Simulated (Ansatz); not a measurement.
# Stretching the linear Tc chain, moments started antiparallel, part 3 of 3

Does stretching change the magnetism or the channel count of the linear Tc chain, moments started antiparallel?

Ansatz 0.2.0; DFT PBE, plane waves, PAW; relaxation of a chain's period (the session's first sound run).

So far, conductance of the lead as this run defines it (G₀): step 3 (the chain at a fixed length, period over the relaxed period …) 6.00; step 7 (period over the relaxed period 1.04, k-mesh 1×1×17) 3.02; step 8 (period over the relaxed period 1.08, k-mesh 1×1×17) 3.00; step 9 (period over the relaxed period 1.13, k-mesh 1×1×16) 3.00; step 10 (period over the relaxed period 1.2, k-mesh 1×1×15) 3.00. Also absolute moment (μB): step 2 (the relaxed wire) 4.79; step 7 5.54; step 8 6.09; step 9 6.64; step 10 7.37.

### 11. At a set period, period over the relaxed period 1.3, k-mesh 1×1×14

Level of this step: DFT PBE, plane waves, PAW; channels and complex bands of a perfect chain (Ansatz).

The period is set to 1.3 times the relaxed one: longer bonds narrow the bands.

The cell differs from the one that the last finished run ended in (c 5.462 → 5.917 Å).

Contents of input.yaml:

```yaml
crystal:
  lattice:
    - [7.5, 0.0, 0.0]
    - [0.0, 7.5, 0.0]
    - [0.0, 0.0, 5.9174283256]
  atoms:
    - { symbol: Tc, position: [0.5, 0.5, 0.0], spin: 1.49 }
    - { symbol: Tc, position: [0.5, 0.5, 0.5], spin: -1.49 }
magnetization:
  spin_polarized: true
kpoints:
  mp_grid: { grid: [1, 1, 14] }
scf:
  occupations: { method: fermi_dirac, width: 0.05 }
hamiltonian:
  xc: pbe
output:
  transmission:
    e_range: [-2, 2]
    de: 0.035
    kmesh: [1, 1]
    reduced_basis: true
    leads: [[0, 0]]
  stress: true
```

Run with:

```
> ansatz run input.yaml --threads 4 --pin off --max-ram 8192MiB --backend cpu --events-out ev --progress --plain --runs-dir out
```

Numbers of over 12 decimals in the logs are rounded to 6 here.

Log:

```text
[...]
Crystal: 2 atoms, lattice volume = 332.855 Å³
Basis set: ecut = 500 eV, 8493 PW (Γ)
Bands: 21, of which v1, the nominal top of the filled ones, is band 15 counted from 1 (14 counted from 0)
Symmetry: 16 space group operations
[...]
k-points: 8 of 14
[...]
Starting moments: Σ|m| = 2.98 μB on 2 of 2 sites
[...]
--- Transmission ---
  basis      : 593 plane waves across, 8 finite elements along
  points     : 1, standing for a mesh of 1 x 1
[...]
crystal 0  : Tc2, at the sites [0, 0], period 5.9174 Å: whole cells are its period
[...]
filled         : 1.4 meV over the level at which it is neutral
    channels       : 3.000000e0 up, 3.000000e0 down
[...]
[key lines of the parts left out:]
SCF converged after 11 iterations
Magnetization: 0.0000 μB (15.0000 up, 15.0000 down)
Free energy (F): -10785.596668 eV
Fermi energy:    -1.330134 eV
P = ⅓ Tr σ = -1.6891 GPa (-16.891 kbar)
```

Run time: 32 s. Hardware: 4 threads of Arm Neoverse V2, shared host; peak memory 0.72 GiB; 2 min of CPU time.

At the computed energy nearest the Fermi level there are 3 spin-up and 3 spin-down channels, and the thermal average gives 3.00 G₀. The change of length costs 2.095 eV a cell and leaves an absolute moment of 8.24 μB a cell.

Between step 3 and this run (period over the relaxed period 1.3 and k-mesh 1×1×14) the value for the conductance of the lead as this run defines it moves from 6.00 G₀ to 3.00 G₀ (-50 %).

### 12. Side by side

Times are for 4 threads of Arm Neoverse V2, shared host. The series side by side:

| no. | period over the relaxed period | conductance of the lead as this run defines it (G₀) | absolute moment (μB) | energy at zero smearing less the lowest (eV) | time | memory (GiB) |
| --- | --- | --- | --- | --- | --- | --- |
| 1 | 0.88 | 6.000 | 0 | 0.9616 | 47 s | 0.65 |
| 2 | 0.92 | 6.000 | 0 | 0.3082 | 35 s | 0.61 |
| 3 | 0.96 | 3.087 | 3.128 | 0.04808 | 30 s | 0.61 |
| 4 | 1 | 3.586 | 4.736 | 0 | 34 s | 0.63 |
| 5 | 1.04 | 3.017 | 5.541 | 0.09060 | 41 s | 0.68 |
| 6 | 1.08 | 3.000 | 6.091 | 0.2845 | 42 s | 0.73 |
| 7 | 1.13 | 3.000 | 6.642 | 0.6435 | 31 s | 0.66 |
| 8 | 1.2 | 3.000 | 7.365 | 1.254 | 38 s | 0.66 |
| 9 | 1.3 | 2.999 | 8.238 | 2.095 | 32 s | 0.72 |

### 13. A repeat with changed settings

This step: DFT PBE, plane waves, PAW; channels and complex bands of a perfect chain; changed: output.transmission.de = 0.5, output.transmission.e_range = [-2, 2], scf.max_iter = 100 (Ansatz 0.2.0).

The input of the run at the relaxed period is made doubtful on purpose.

input.yaml, as its differences from that of step 11:

```diff
@@ -4,3 +4,3 @@
     - [0.0, 7.5, 0.0]
-    - [0.0, 0.0, 5.9174283256]
+    - [0.0, 0.0, 4.5518679428]
   atoms:
@@ -11,5 +11,6 @@
 kpoints:
-  mp_grid: { grid: [1, 1, 14] }
+  mp_grid: { grid: [1, 1, 18] }
 scf:
   occupations: { method: fermi_dirac, width: 0.05 }
+  max_iter: 100
 hamiltonian:
@@ -19,3 +20,3 @@
     e_range: [-2, 2]
-    de: 0.035
+    de: 0.5
     kmesh: [1, 1]
```

Log:

```text
[...]
Crystal: 2 atoms, lattice volume = 256.043 Å³
Basis set: ecut = 500 eV, 6505 PW (Γ)
Bands: 21, of which v1, the nominal top of the filled ones, is band 15 counted from 1 (14 counted from 0)
Symmetry: 16 space group operations
[...]
k-points: 10 of 18
[...]
Starting moments: Σ|m| = 2.98 μB on 2 of 2 sites
[...]
SCF iter   1: F=—  HF=-10787.389612 eV  |F-HF|=—  |Δ(HF+E_count)|=         —  Δρ=1.79e-2 (↑1.79e-2 ↓1.79e-2)  dr2=3.60e0  dr2_m=3.63e-1  M=0.000 μB ∫|m|=3.673 μB  β_m=0.30  ethr=3.10e-3  ⟨swp⟩=6.1  Hψ=1020  notcnv=0
[...]
SCF iter  11: F=-10787.688483 eV  HF=-10787.688483 eV  |F-HF|=2.43e-8  |Δ(HF+E_count)|=   1.10e-8  Δρ=1.02e-6 (↑1.02e-6 ↓1.02e-6)  dr2=1.47e-9  dr2_m=1.41e-9  M=0.000 μB ∫|m|=4.735 μB  ethr=7.17e-11  ⟨swp⟩=4.3  Hψ=822  notcnv=0
SCF 1 converged in 11 iterations: F = -10787.688483 eV  dr2 = 1.47e-9
[...]
transmission: 21 of 84 steps passed
transmission: 28 of 84 steps passed
[...]
transmission: 84 of 84 steps passed
SCF converged after 11 iterations
Magnetization: 0.0000 μB (15.0000 up, 15.0000 down)
Absolute magnetization: 4.7356 μB (∫|ρ↑−ρ↓|, with the PAW one-centre terms)
[...]
Per-site moments (μB) at R_I (Å): [(1.470890, 0.938823), (-1.470890, 0.938823)]
Free energy (F): -10787.688483 eV
[...]
Internal energy: -10787.651077 eV  (E = F + TS)
E sigma→0 (E₀):  -10787.669780 eV
Entropy (-TS):   -0.037407 eV (-18.703 meV/atom)
Fermi energy:    -1.119191 eV
[...]
--- Stress (GPa, compression-positive) ---
       -0.214207       0.000000       0.000000
        0.000000      -0.214207       0.000000
        0.000000       0.000000      -0.108920
  P = ⅓ Tr σ = -0.1791 GPa (-1.791 kbar)
--- Band table (eV; the first three rows and the last of 20) ---
  k-point 0 ↑: bands = [... 11 lower, -3.3024, -3.2378, -3.0726, -0.7106, -0.5783, 0.8207, 0.8637, 0.8637, ... 2 higher]
  k-point 1 ↑: bands = [... 11 lower, -3.2963, -3.2309, -3.0544, -0.7220, -0.5891, 0.7423, 0.7423, 0.7694, ... 2 higher]
  k-point 2 ↑: bands = [... 11 lower, -3.2783, -3.2107, -2.9999, -0.7554, -0.6204, 0.4512, 0.4512, 0.6224, ... 2 higher]
  k-point 9 ↓: bands = [... 11 lower, -2.9688, -2.8261, -2.4467, -2.4467, -1.4793, -1.3777, -1.1279, -0.9614, ... 2 higher]
--- Transmission ---
  basis      : 593 plane waves across, 7 finite elements along
  points     : 1, standing for a mesh of 1 x 1
[...]
crystal 0  : Tc2, at the sites [0, 0], period 4.5519 Å: whole cells are its period
[...]
channels       : 4.000000e0 up, 4.000000e0 down
    conductance    : none, the energies end too early or step too widely for 300 K: set another output.transmission.e_range or a lower de, or, where they end at an eighth of basis.ecutwfc, a higher one
```

Elapsed: 12 s, on 4 threads; peak memory 0.63 GiB.

Residual by cycle:

cycle, log10 residual and a bar from the least value:
```
        1        0.6 ##############################
        2        0.2 #############################
        3       -1.4 ########################
        4       -1.9 ######################
        5       -2.7 ###################
        6       -3.6 #################
        7       -4.4 ##############
        8       -5.0 ############
        9       -6.0 #########
       10       -7.7 ####
       11       -8.8
```

The run finished. A setting was moved off its sound value on purpose, so it serves as a test and not as the result.

The fault put into the input: an energy step too wide for a conductance (output.transmission.de = 0.5 and output.transmission.e_range = [-2, 2]).

### 14. Summary of results

```yaml
relaxed_cell_length: 4.552 Å
conductance_at_period_x_0p88: 6.00 G₀
conductance_at_period_x_1p0: 3.59 G₀
conductance_at_period_x_1p13: 3.00 G₀
conductance_at_period_x_1p3: 3.00 G₀
absolute_moment_at_period_x_0p88: 0 μB
absolute_moment_at_period_x_1p0: 4.74 μB
absolute_moment_at_period_x_1p3: 8.24 μB
```

What this shows: In these runs no moment survives at the shortest period, and one is present from a factor of 0.96 on: longer bonds narrow the bands, which favours exchange splitting. The conductance goes from 6.00 G₀ at the shortest period to 3.00 G₀ at the longest, while the magnetic state changes too. At the relaxed period it is a straight line with bonds of 2.28 Å, as the straight start enforces by symmetry. Transport is coherent and elastic here: the atoms are frozen, so scattering by vibrations plays no part. No search over magnetic orders was made; another may lie lower. Conductances of a perfect chain off the multiples of half a G0 come from band edges within the thermal window; the square box also splits pairs of bands that an isolated chain keeps degenerate, which moves such edges.

[Logs are printed without paths, hosts, clocks, repeated set-up lines and the standing remarks that a program may print on its own settings, such as how far it seeks lower states.]

[Hosts, paths, dates, database ids (printed as entryN), source tags and the programs' standing remarks are cut or masked in the printed files.]
